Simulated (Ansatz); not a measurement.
# Al-Os stack of (100) layers: lattice stability ahead of a resistivity run, part 2 of 3

Question: is the lattice of Al-Os stack of (100) layers stable, and if so, what are its coupling constant and resistivity?

Ansatz 0.2.0; DFT PBEsol, scalar-relativistic, plane waves, PAW; PAW set soft_1.

So far: Starting point; Rough relaxation.

## 3. Relaxing cell and atoms

The structure is brought to rest under this functional.

Contents of input.yaml:

```yaml
crystal:
  lattice:
    - [2.5775569176, 0.0, 0.0]
    - [0.0, 2.5775569176, 0.0]
    - [0.0, 0.0, 27.6317587693]
  atoms:
    - { symbol: Al, position: [0.0, 0.0, 0.1988998243] }
    - { symbol: Os, position: [0.5, 0.5, 0.2685289814] }
  periodic: [true, true, false]
kpoints:
  mp_grid: { grid: [12, 12, 1] }
hamiltonian:
  xc: pbesol
  pseudopotentials: { kind: paw, azcp: { folder: soft_1 }, xc_functional: pbe }
scf:
  occupations: { method: gaussian, width: 0.1 }
output:
  forces: true
  stress: true
  eigenvalues: true
  write_density: true
  write_potential: true
  elf: true
  volumetric_format: npy
relax:
  adjacent_minimum: "off"
  f_tol: 0.005
  max_steps: 80
  cell: { stress_2d_tol: 0.02 }
```

On the command line:

```
> ansatz run input.yaml --threads 4 --pin off --max-ram 20480MiB --backend cpu --events-out ev --progress --plain --runs-dir out
```

Numbers of over 12 decimals in the logs are rounded to 6 here.

The program printed:

```text
[the first part of the log is left out]
  E_xc         = -267.858694
  E_vxc        = -272.451252  (∫ρ·V_xc dr)
  E_paw        = -9372.484854  (= ΣΔE_a)
  E_vpaw       = -256.656773  (= ΣTr[D̂ρ^β])
  E_aug_tail   = 0.000456  (compensation charges beyond the density's cutoff)
  E_ewald      = 12875.250872
  E_core_change = 0.267137  (= ΣΔE_core)
  E_smearing   = -0.013809  (= −TS)
  E_closure    = 0.000000  (closes the sum)
  Σ components = -11774.530892   (vs F -11774.530892, Δ=0.00e0)
--- Forces (eV/Å), atoms counted from 1 ---
  atom   1  Al     0.00000000     0.00000000    -0.00039268
  atom   2  Os     0.00000000     0.00000000     0.00039279
  max |Σ_I F_I| component: 1.13e-7 eV/Å
--- 2D stress c σ (N/m, compression-positive) ---
        0.008884       0.000000       0.000000
        0.000000       0.008884       0.000000
        0.000000       0.000000       0.000000
  P = ½ c Tr σ = 0.0089 N/m
--- Band table (eV; the first three rows and the last of 28) ---
[...]
--- Relaxed structure (4 steps of the walk, 4 accepted, 1 SCFs on fresh bases) ---
[...]
cell:  # Å, volume = 182.6397 Å³
    - [2.570948, 0, 0]
    - [0, 2.570948, 0]
    - [0, 0, 27.6317587693]
  atoms:
    - { symbol: Al, position: [-1.474885932793477e-18, 0, 0.198192] }
    - { symbol: Os, position: [0.5, 0.5, 0.269237] }
```

It took 15 s on 4 threads of Arm Neoverse V2, shared host; peak memory 0.46 GiB.

The steps of the relaxation:

| step | energy less that of the first step (eV) | largest force component (eV/Å) | volume (Å³) |
| --- | --- | --- | --- |
| 1 | 0.0000 | 0.1223 | 183.58 |
| 2 | -0.0015 | 0.0390 | 183.60 |
| 3 | -0.0021 | 0.0027 | 182.99 |
| 4 | -0.0022 | 0.0004 | 182.64 |
| 5 | -0.0021 | 0.0004 | 182.64 |

The log counts 1 steps on a newly chosen plane-wave basis, not all of them marked here; energy and pressure can jump at such steps.

| cell as run | before | after | change |
| --- | --- | --- | --- |
| a (Å) | 2.578 | 2.571 | -0.3 % |
| b (Å) | 2.578 | 2.571 | -0.3 % |

The atoms that moved most (Å, along periodic axes as changes of fractional coordinates times the final cell, across vacuum about the mean position):

| atom | dx | dy | dz | length |
| --- | --- | --- | --- | --- |
| Al1 | 0.000 | 0.000 | -0.020 | 0.020 |
| Os2 | 0.000 | 0.000 | 0.020 | 0.020 |

Final coordinates:

```xyz
2
Lattice="2.5709 0.0000 0.0000 0.0000 2.5709 0.0000 0.0000 0.0000 27.6318" Properties=species:S:1:pos:R:3
Al    0.0000    0.0000    5.4764
Os    1.2855    1.2855    7.4395
```

Valence density in the ca plane at fractional y = 0.000, with atoms of Al within 0.2 Å of it. It is the smooth field of the valence electrons, not physical close to the nuclei.

Ten even steps from '0' (0.00 e/Å³) to '9' (0.54 e/Å³), each cell a mean:
```
00000000000122112444443110000000000000000000
00000000000123323455654210000000000000000000
00000000000123444567875310000000000000000000
00000000000113444568996310000000000000000000
00000000000123444567986310000000000000000000
00000000000123334556664210000000000000000000
00000000000123212445543210000000000000000000
00000000000122111344432110000000000000000000
```
Columns run along c (16.0 Å, from fractional 0.00 to 0.58 of the cell), rows up along a (2.6 Å). Atoms in or near the plane, at fractional coordinates: Al at (0.20, 0.00).

ELF in the ca plane at fractional y = 0.000, with atoms of Al within 0.2 Å of it. It is the smooth field of the valence electrons, not physical close to the nuclei.

Ten even steps from '0' (0.00) to '9' (0.84), each cell a mean:
```
00000000147996110344333321000000000000000000
00000000135898422554344331100000000000000000
00000000024789866654444432100000000000000000
00000000013688876654444442100000000000000000
00000000013689876654444432100000000000000000
00000000125899634554444432100000000000000000
00000000136997211444333321000000000000000000
00000000147996250243333321000000000000000000
```
Columns run along c (16.0 Å, from fractional 0.00 to 0.58 of the cell), rows up along a (2.6 Å). Atoms in or near the plane, at fractional coordinates: Al at (0.20, 0.00).

Electrostatic potential energy in the ca plane at fractional y = 0.000, with atoms of Al within 0.2 Å of it. With pseudopotentials it is smooth inside the atoms' cores, unlike the true potential.

Ten even steps from '0' (-20 eV) to '9' (0 eV), each cell a mean:
```
99999999999840483057888999999999999999999999
99999999999861010267778899999999999999999999
99999999999875212566557899999999999999999999
99999999999986555675456899999999999999999999
99999999999876434666556899999999999999999999
99999999999863000366667899999999999999999999
99999999999850252157778999999999999999999999
99999999999740796057889999999999999999999999
```
Columns run along c (16.0 Å, from fractional 0.00 to 0.58 of the cell; values clipped at the 3rd and 97th percentile), rows up along a (2.6 Å). Atoms in or near the plane, at fractional coordinates: Al at (0.20, 0.00).

The relaxation ends with a largest force component of 3.9e-4 eV/Å.

## 4. Relaxing tightly for phonons

Phonons are second derivatives about the minimum, so the remaining forces must be small: the thresholds are tightened.

input.yaml, the sections that differ from step 3:

```yaml
crystal:
  lattice:
    - [2.570947884, 0.0, 0.0]
    - [0.0, 2.570947884, 0.0]
    - [0.0, 0.0, 27.6317587693]
  atoms:
    - { symbol: Al, position: [0.0, 0.0, 0.1981916994] }
    - { symbol: Os, position: [0.5, 0.5, 0.2692371063] }
  periodic: [true, true, false]
scf:
  occupations: { method: methfessel_paxton, width: 0.2 }
relax:
  adjacent_minimum: "off"
  f_tol: 0.001
  max_steps: 60
  cell: { stress_2d_tol: 0.002 }
# kpoints, hamiltonian, output: as in step 3
```

The program printed:

```text
[the first part of the log is left out]
  E_xc         = -267.858282
  E_vxc        = -272.450909  (∫ρ·V_xc dr)
  E_paw        = -9372.479640  (= ΣΔE_a)
  E_vpaw       = -256.649190  (= ΣTr[D̂ρ^β])
  E_aug_tail   = 0.000456  (compensation charges beyond the density's cutoff)
  E_ewald      = 12880.778749
  E_core_change = 0.267137  (= ΣΔE_core)
  E_smearing   = -0.003745  (= −TS)
  E_closure    = 0.000000  (closes the sum)
  Σ components = -11774.525816   (vs F -11774.525816, Δ=0.00e0)
[...]
--- 2D stress c σ (N/m, compression-positive) ---
        0.000059      -0.000000       0.000000
       -0.000000       0.000059      -0.000000
        0.000000      -0.000000       0.000000
  P = ½ c Tr σ = 0.0001 N/m
--- Band table (eV; the first three rows and the last of 28) ---
[...]
--- Relaxed structure (5 steps of the walk, 5 accepted, 1 SCFs on fresh bases) ---
[...]
cell:  # Å, volume = 182.5559 Å³
    - [2.570358, 0, 0]
    - [0, 2.570358, 0]
    - [0, 0, 27.6317587693]
  atoms:
    - { symbol: Al, position: [0, 0, 0.198162] }
    - { symbol: Os, position: [0.5, 0.5, 0.269267] }
```

The job ended after 18 s (4 threads; peak memory 0.46 GiB; 64 s of CPU time).

Little changed from the start: no atom moved by 0.005 Å and no cell edge by 0.1 %.

ELF in the ca plane at fractional y = 0.500, with atoms of Os within 0.2 Å of it. It is the smooth field of the valence electrons, not physical close to the nuclei.

Ten even steps from '0' (0.00) to '9' (0.74), each cell a mean:
```
00000000013689987654444442100000000000000000
00000000012467776545665332100000000000000000
00000000001345555557777432100000000000000000
00000000001234445567668532100000000000000000
00000000001234455567777532100000000000000000
00000000012456666546775332100000000000000000
00000000013589877644554432100000000000000000
00000000013699987654445543100000000000000000
```
Columns run along c (16.0 Å, from fractional 0.00 to 0.58 of the cell), rows up along a (2.6 Å). Atoms in or near the plane, at fractional coordinates: Os at (0.27, 0.50).

Electrostatic potential energy in the ca plane at fractional y = 0.500, with atoms of Os within 0.2 Å of it. With pseudopotentials it is smooth inside the atoms' cores, unlike the true potential.

Ten even steps from '0' (-63 eV) to '9' (0 eV), each cell a mean:
```
99999999999999888987678999999999999999999999
99999999999999989874225899999999999999999999
99999999999999999851002799999999999999999999
99999999999999999840000689999999999999999999
99999999999999999850001699999999999999999999
99999999999999999873004899999999999999999999
99999999999999888887557899999999999999999999
99999999999999888998888999999999999999999999
```
Columns run along c (16.0 Å, from fractional 0.00 to 0.58 of the cell; values clipped at the 3rd and 97th percentile), rows up along a (2.6 Å). Atoms in or near the plane, at fractional coordinates: Os at (0.27, 0.50).

Valence density in the ca plane at fractional y = 0.500, with atoms of Os within 0.2 Å of it. It is the smooth field of the valence electrons, not physical close to the nuclei.

Ten steps, logarithmic in the rise over the least value, from '0' (0.0 e/Å³) to '9' (8.2 e/Å³), each cell a mean:
```
00000000000112223334554210000000000000000000
00000000000012223346775320000000000000000000
00000000000011223358997421000000000000000000
00000000000011222469998521000000000000000000
00000000000011222468998521000000000000000000
00000000000012223357886421000000000000000000
00000000000112223345654310000000000000000000
00000000000112233334443210000000000000000000
```
Columns run along c (16.0 Å, from fractional 0.00 to 0.58 of the cell), rows up along a (2.6 Å). Atoms in or near the plane, at fractional coordinates: Os at (0.27, 0.50).

## 5. Phonons: q 2×2×1, k 6×6×1

Before any scattering is computed, the phonons show whether the structure is a minimum.

input.yaml, the sections that differ from step 4:

```yaml
crystal:
  lattice:
    - [2.5703579919, 0.0, 0.0]
    - [0.0, 2.5703579919, 0.0]
    - [0.0, 0.0, 27.6317587693]
  atoms:
    - { symbol: Al, position: [0.0, 0.0, 0.1981617509] }
    - { symbol: Os, position: [0.5, 0.5, 0.2692670548] }
  periodic: [true, true, false]
kpoints:
  mp_grid: { grid: [6, 6, 1] }
output:
  eigenvalues: true
phonons:
  method: dfpt
  qmesh: [2, 2, 1]
  temperatures: { t_max: 1000, t_step: 50 }
  qpath:
    path: [[0.0, 0.0, 0.0], [0.0, 0.5, 0.0], [0.5, 0.5, 0.0], [0.0, 0.0, 0.0]]
    npoints: 10
# hamiltonian, scf: as in step 4
# relax: removed
```

The program printed:

```text
[...]
Crystal: 2 atoms, lattice volume = 182.556 Å³
Basis set: ecut = 420 eV, 3601 PW (Γ), exchange–correlation on 36×36×384 points (8 copies of the dense FFT grid, shifted against one another)
Bands: 14, of which v1, the nominal top of the filled ones, is band 10 counted from 1 (9 counted from 0)
Symmetry: 8 space group operations
k-points: 10 of 36
[...]
SCF iter   1: F=—  HF=-11775.093110 eV  |F-HF|=—  |Δ(HF+E_count)|=         —  Δρ=1.81e-2  dr2=3.01e0  ethr=3.10e-3  ⟨swp⟩=13.7  Hψ=1552  notcnv=0
[...]
SCF iter  13: F=-11774.432756 eV  HF=-11774.432756 eV  |F-HF|=1.08e-9  |Δ(HF+E_count)|=   2.71e-9  S|Δr|=    0.00e0  Δρ=4.83e-8  dr2=9.83e-12  ethr=1.00e-12  ⟨swp⟩=17.0  Hψ=1328  notcnv=0
SCF 1 converged in 13 iterations: F = -11774.432756 eV  dr2 = 9.83e-12
[...]
phonons: the bands overlap, so this run is a metal and interpolates without the dipole-dipole term. If the crystal is really an insulator or semiconductor, its LO-TO splitting is missing
NSCF: frozen V_eff on 10 k-points
[...]
DFPT response loops at q = (0, 0, 0) (fractional): preconditioner auto → none (partly filled bands, converged f_vac=0.755); β = 0.50; Broyden in place of MSR1
[...]
SCF converged after 13 iterations
Stability not checked: this state was not tested for a lower state beside it, because cold or Methfessel-Paxton smearing, or corrected tetrahedra, fill the levels in a way that the test cannot read (fill_not_monotonic; see scf.lower_state_search)
Free energy (F): -11774.432756 eV
[...]
Internal energy: -11774.423493 eV  (E = F + TS)
E sigma→0 (E₀):  -11774.430441 eV
Entropy (-TS):   -0.009263 eV (-4.632 meV/atom)
Fermi energy:    -5.147335 eV
[...]
--- Band table (eV; the first three rows and the last of 10) ---
  k-point 0: bands = [... 6 lower, -10.6642, -7.5655, -5.6360, -4.6857, -4.6857, -2.7699, -1.0789, 0.0964]
  k-point 1: bands = [... 6 lower, -9.8188, -7.1700, -7.0978, -4.5480, -3.8059, -3.7401, -0.4173, 0.6961]
  k-point 2: bands = [... 6 lower, -8.9875, -6.9464, -6.2466, -5.3185, -4.2035, -3.4759, -1.2045, 1.3671]
  k-point 9: bands = [... 6 lower, -9.1138, -6.2791, -3.3578, -3.3578, -0.8757, -0.5716, -0.3796, 1.4867]
--- Phonons (Γ-DFPT): 4 representative perturbations + reference (Σ response iterations 19) ---
  ASR residual: 2.774e-5 → 0.000e0 eV/Å²; symmetrization residual: 2.425e-6 eV/Å²
  ASR residual per site (eV/Å²): 1.59e-5 2.77e-5
  Γ frequencies (cm⁻¹): 0.00 0.00 0.00 125.23 125.23 277.75
--- Phonons (arbitrary-q DFPT): 3 irreducible q on the 2×2×1 mesh ---
  q = [0.0000, 0.0000, 0.0000] (star 1, of the zone-centre solve; hermiticity 7.24e-7, symmetrization 2.66e-12): -0.00 -0.00 0.00 125.23 125.23 277.75
  q = [0.0000, -0.5000, 0.0000] (star 2, 6 solved perturbations on 16 of 36 k-point pairs; hermiticity 2.32e-7, symmetrization 6.45e-10): -252.18 -157.25 -91.71 -88.31 193.29 414.57
  q = [-0.5000, -0.5000, 0.0000] (star 1, 4 solved perturbations in 52 linear systems a pass and spin channel, the states on 16 of 36 k-point pairs; hermiticity 7.71e-8, symmetrization 3.14e-10): -315.48 -315.48 95.89 172.34 400.41 400.41
  sum rule: each row above includes the acoustic sum rule's correction from the zone centre's row sums; it moved no ω² by more than (0.40 cm⁻¹)²
  mesh force constants: q→R imaginary residual 5.78e-18; ASR residual 2.774e-5 → 0.000e0 eV/Å²; symmetrization residual 2.842e-14 eV/Å²
  interpolated dispersion: 31 rows × 6 modes
  density of states and harmonic sums: on the 24×24×1 q-mesh, interpolated from the force constants of a 2×2×1 supercell (no non-analytic term)
  largest difference from the sums on the solved wave vectors: F 5.44e-2 eV, S 8.71e-5 and C_V 3.29e-5 eV/K
  zero-point energy: 0.046892 eV/cell   skipped modes (ω ≤ 0): 261, of them read as no rigid motion or as one in doubt: 258 (2.865e0 modes/cell left out, lowest -315.48 cm⁻¹)   left out of the sums: 4.78e-1 of the cell's modes: C_V's classical limit lies that fraction below 3 k_B per atom; for a crystal, a wire or a layer, F and S can be off by more, and a phonons.interpolated_qmesh denser along its periods is the remedy for the sampling
```

Wall time 18 s (4 threads); peak memory 0.61 GiB; 64 s of CPU time.

The column dr2 measures how far the density is from self-consistency, as an energy; F and HF (Harris–Foulkes) agree once it is small.

This step gave:

| Quantity | Value |
| --- | --- |
| share of imaginary modes in the plain interpolation between solved wavevectors | 0.4807 |
| highest frequency, solved or plainly interpolated | 414.6 cm⁻¹ |

Solved on the 2×2×1 mesh alone; all other wavevectors are interpolated. The phonon branches at the labelled points (cm⁻¹):

| point | branch 1 | branch 2 | branch 3 | branch 4 | branch 5 | branch 6 |
| --- | --- | --- | --- | --- | --- | --- |
| Γ | 0 | 0 | 0 | 125 | 125 | 278 |
| halfway | -177 | -110 | -73 | 58 | 240 | 307 |
| X | -252 | -157 | -92 | -88 | 193 | 415 |
| halfway | -286 | -249 | 17 | 181 | 277 | 408 |
| M | -316 | -316 | 96 | 172 | 400 | 400 |
| halfway | -216 | -215 | -65 | 213 | 290 | 295 |
| Γ | 0 | 0 | 0 | 125 | 125 | 278 |

The phonon branches as a text plot (rows in cm⁻¹):

```
    399 |            ************************
    369 |           *               ***      *****
    339 |         **                              **
    308 |       **                **                ***
    278 |*******                 *                  ***    ******
    247 |      ***                                     ****
    217 |    **   *****        **                   *******
    186 |  **          *****************************       ***
    156 |                     *                            ***
    126 |****                                                 ***
     95 |    ***            **        *******
     65 |       **                ****       ***
     34 |                                       **
      4 |**                      *                              *
    -27 | ***     **                              **          **
    -57 |  *****    *     **  ***                   ***    *****
    -87 |  **  ***************                         *******
   -118 |    ** ****
   -148 |      *    ********                             **
   -179 |       **          **                         **
   -209 |         ***         *                     ***
   -239 |            *******   ***                **
   -270 |                   ***** **            **
   -300 |                        ***************
         Γ               X               M                      Γ
```

Lowest modes at the softest wavevector of the mesh. Modes at q = (0.500, 0.500, 0.000), with each element's share of the kinetic energy (negative means imaginary):

| mode | frequency (cm⁻¹) | Al % | Os % |
| --- | --- | --- | --- |
| 1 | -315.5 | 0 | 100 |
| 2 | -315.5 | 0 | 100 |
| 3 | 95.9 | 0 | 100 |
| 4 | 172.3 | 100 | 0 |
| 5 | 400.4 | 100 | 0 |
| 6 | 400.4 | 100 | 0 |

Displacements in mode 1 (-315.5 cm⁻¹), the largest set to 1, in the home cell:
```
Al1  0.00 -0.14  0.00
Os2 -1.00  0.00  0.00
```

Displacements in mode 6 (400.4 cm⁻¹), the largest set to 1, in the home cell:
```
Al1  1.00  0.00  0.00
Os2  0.00 -0.02  0.00
```

Among the solved wavevectors the lowest mode, translations apart, is -316 cm⁻¹, imaginary.

(Continued in part 3 of 3.)

[Logs are printed without paths, hosts, clocks, repeated set-up lines and the standing remarks that a program may print on its own settings, such as how far it seeks lower states.]

[Hosts, paths, dates, database ids (printed as entryN), source tags and the programs' standing remarks are cut or masked in the printed files.]
